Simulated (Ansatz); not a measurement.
# How many bands does the GW gap of CsPbBr3 (Pm-3m) need?

Wanted: a G0W0 gap for CsPbBr3 (Pm-3m) that is converged in bands and cutoff, or an estimate of the limit.

Program: Ansatz 0.2.0. Level of theory: G0W0 on PBE, plane waves, PAW. Results are calculated unless marked as measured.

Report form: the programs' logs are mostly left out.

## Step 1: The structure

It takes space group Pm-3m (No. 221, cubic). The conventional cell has a = 5.949 Å, b = 5.949 Å, c = 5.949 Å, α = 90.00°, β = 90.00°, γ = 90.00°. Nearest to Cs lie 12 Br at 4.21 Å. Nearest to Pb lie 6 Br at 2.97 Å. Nearest to Br lie 2 Pb at 2.97 Å and 4 Cs at 4.21 Å. Farther neighbours and most contacts between anions are not listed.

Structure file:

```cif
data_structure
_symmetry_space_group_name_H-M 'P 1'
_symmetry_Int_Tables_number 1
_cell_length_a 5.9486
_cell_length_b 5.9486
_cell_length_c 5.9486
_cell_angle_alpha 90.000
_cell_angle_beta 90.000
_cell_angle_gamma 90.000
_cell_volume 210.50
loop_
_atom_site_label
_atom_site_type_symbol
_atom_site_fract_x
_atom_site_fract_y
_atom_site_fract_z
_atom_site_occupancy
Cs1 Cs 0.00000 0.00000 0.00000 1
Pb2 Pb 0.50000 0.50000 0.50000 1
Br3 Br 0.50000 0.50000 0.00000 1
Br4 Br 0.50000 0.00000 0.50000 1
Br5 Br 0.00000 0.50000 0.50000 1
```

The cell and positions are those that the Materials Project relaxed with its own functionals (PBE, PBE+U or r2SCAN), kept fixed. Spin-orbit coupling is left out unless a step names it.

## Step 2: 408 empty bands, screening to 90 eV

G0W0 replaces the xc potential by the self-energy, built once from these orbitals. Only a window of levels is corrected, while the sums run over the empty bands that the input names. This step takes hard PAW files.

Contents of input.yaml:

```yaml
crystal:
  lattice:
    - [5.94863082, 0.0, 0.0]
    - [0.0, 5.94863082, 0.0]
    - [0.0, 0.0, 5.94863082]
  atoms:
    - { symbol: Cs, position: [0.0, 0.0, 0.0] }
    - { symbol: Pb, position: [0.5, 0.5, 0.5] }
    - { symbol: Br, position: [0.5, 0.5, 0.0] }
    - { symbol: Br, position: [0.5, 0.0, 0.5] }
    - { symbol: Br, position: [0.0, 0.5, 0.5] }
kpoints:
  mp_grid: { grid: [4, 4, 4] }
hamiltonian:
  xc: pbe
  pseudopotentials: { kind: paw, source: ansatz }
scf:
  occupations: { method: fixed }
gw:
  n_empty_bands: 408
  ecut_chi: 90.0
  qp_bands: [v2, c2]
  qp_kpoints: band_edges
  screening: { model: contour_deformation }
```

The run is started by

```console
ansatz run input.yaml --threads 4 --pin off --max-ram 138240MiB --backend cuda --events-out ev --progress --plain --runs-dir out --devices 1 --max-vram 26GiB
```

Elapsed: 45 s, on 1 × NVIDIA H100 80GB HBM3 (shared by 3 runs) with 4 threads of AMD EPYC 7R13 (Zen 3), shared host; peak memory 2.2 GiB; 39 s of CPU time.

This step gave:

* bands summed: 449
* RPA ε∞ on this mesh (eigenvalues): 5.212, 5.212, 5.212
* plane waves in the screening matrix: 437
* q-points in the mesh: 64
* G0W0 gap on the mesh: 2.623 eV
* k of the valence top: -0.5, -0.5, -0.5
* k of the conduction bottom: -0.5, -0.5, -0.5
* starting gap on the mesh: 1.687 eV
* Z at the valence top: 0.7733
* Z at the conduction bottom: 0.7919
* least direct G0W0 gap on the computed points: 2.623 eV

The gap on the mesh goes from 1.69 eV to 2.62 eV, a correction of +0.94 eV. Between the two edge states, bare exchange in place of the xc potential would open the gap by 5.12 eV, and correlation takes back 4.19 eV.

## Step 3: 878 empty bands, screening to 150 eV

Bands and screening cutoff are moved together, since each hides the error of the other.

input.yaml, as its differences from that of step 2:

```diff
@@ -19,4 +19,4 @@
 gw:
-  n_empty_bands: 408
-  ecut_chi: 90.0
+  n_empty_bands: 878
+  ecut_chi: 150.0
   qp_bands: [v2, c2]
```

Wall time 68 s (1 × NVIDIA H100 80GB HBM3 (shared by 3 runs) with 4 threads); peak memory 4.1 GiB; 93 s of CPU time.

Numbers from this step:

* bands summed: 919
* RPA ε∞ on this mesh (eigenvalues): 5.208, 5.208, 5.208
* plane waves in the screening matrix: 895
* q-points in the mesh: 64
* G0W0 gap on the mesh: 2.764 eV
* k of the valence top: -0.5, -0.5, -0.5
* k of the conduction bottom: -0.5, -0.5, -0.5
* starting gap on the mesh: 1.687 eV
* Z at the valence top: 0.7712
* Z at the conduction bottom: 0.7914
* least direct G0W0 gap on the computed points: 2.764 eV

Against the run with 4×4×4 mesh, 408 empty bands, screening to 90 eV, hard PAW files, the gap moves by +0.14 eV.

## Step 4: 1559 empty bands, screening to 220 eV

input.yaml, as its differences from that of step 3:

```diff
@@ -19,4 +19,4 @@
 gw:
-  n_empty_bands: 878
-  ecut_chi: 150.0
+  n_empty_bands: 1559
+  ecut_chi: 220.0
   qp_bands: [v2, c2]
```

It took 1.9 min on 1 × NVIDIA H100 80GB HBM3 (shared by 3 runs) with 4 threads; peak memory 8.2 GiB.

Numbers from this step:

| Item | Value |
| --- | --- |
| bands summed | 1600 |
| RPA ε∞ on this mesh (eigenvalues) | 5.208, 5.208, 5.208 |
| plane waves in the screening matrix | 1551 |
| G0W0 gap on the mesh | 2.853 eV |
| k of the valence top | -0.5, -0.5, -0.5 |
| k of the conduction bottom | -0.5, -0.5, -0.5 |
| starting gap on the mesh | 1.687 eV |
| least direct G0W0 gap on the computed points | 2.853 eV |

Against the run with 4×4×4 mesh, 878 empty bands, screening to 150 eV, hard PAW files, the gap moves by +0.09 eV.

## Step 5: Side by side

Times are wall times on 1 × NVIDIA H100 80GB HBM3 (shared by 3 runs) with 4 threads of AMD EPYC 7R13 (Zen 3), shared host, good to a factor of about two.

| mesh | files | frequency | bands summed | cutoff (eV) | start (eV) | G0W0 (eV) | time | host memory (GiB) |
| --- | --- | --- | --- | --- | --- | --- | --- | --- |
| 4×4×4 | hard PAW | contour deformation | 449 | 90 | 1.687 | 2.623 | 45 s | 2.2 |
| 4×4×4 | hard PAW | contour deformation | 919 | 150 | 1.687 | 2.764 | 68 s | 4.1 |
| 4×4×4 | hard PAW | contour deformation | 1600 | 220 | 1.687 | 2.853 | 1.9 min | 8.2 |

How the two edges are built up, in eV (the quasiparticle level is the starting level plus Σx plus Σc less Vxc):

| run | edge | start | Σx | Σc | Vxc | Z | QP |
| --- | --- | --- | --- | --- | --- | --- | --- |
| 449 bands | valence top | 4.61 | -19.12 | 1.01 | -17.56 | 0.77 | 4.07 |
| 449 bands | conduction bottom | 6.30 | -7.99 | -3.17 | -11.55 | 0.79 | 6.69 |
| 919 bands | valence top | 4.61 | -19.12 | 0.74 | -17.56 | 0.77 | 3.79 |
| 919 bands | conduction bottom | 6.30 | -7.99 | -3.31 | -11.55 | 0.79 | 6.56 |
| 1600 bands | valence top | 4.61 | -19.12 | 0.60 | -17.56 | 0.77 | 3.65 |
| 1600 bands | conduction bottom | 6.30 | -7.99 | -3.36 | -11.55 | 0.79 | 6.50 |

## Step 6: Outcome

```yaml
449_bands_90_ev: 2.623 eV
919_bands_150_ev: 2.764 eV
1600_bands_220_ev: 2.853 eV
estimated_limit_in_bands_and_cutoff: 2.97 eV
mesh_and_start: 4×4×4, PBE
```

In words: A line in one over the bands through the two highest rungs gives 2.97 eV, +0.12 eV from the top rung; the pair below gives 2.90 eV, so the estimate is still climbing. The rungs stand 0.35 eV (449 bands), 0.21 eV (919 bands) and 0.12 eV (1600 bands) from it. From 449 to 1600 bands the gap moves by +0.23 eV while the time grows 2.6-fold. Σc changes by −0.42 eV at the valence top and −0.19 eV at the conduction bottom, so the valence edge carries most of the change. Gaps are over the mesh's points; an edge off the mesh would be missed. Where an edge is built on 6p states of lead, bismuth or thallium, scalar-relativistic gaps usually stand too wide, by a few tenths to over one eV. This is the ideal cubic cell; many perovskites, halides above all, are cubic only on average, and local tilts or off-centring can widen the gap. The many-body steps are scalar-relativistic: spin-orbit coupling is not in them.

[Paths, hosts, dates, memory and timing lines, banners, echoed tables and standing remarks are left out of the program output.]

[Logs are printed without paths, hosts, clocks, repeated set-up lines and the standing remarks that a program may print on its own settings, such as how far it seeks lower states.]

[Runs of the session that timed out or met a known fault of the program may be left out.]

[Cells called generated may have been cut or substituted from an entry of the Crystallography Open Database or the Materials Project.]

[Hosts, paths, dates, database ids (printed as entryN), source tags and the programs' standing remarks are cut or masked in the printed files.]
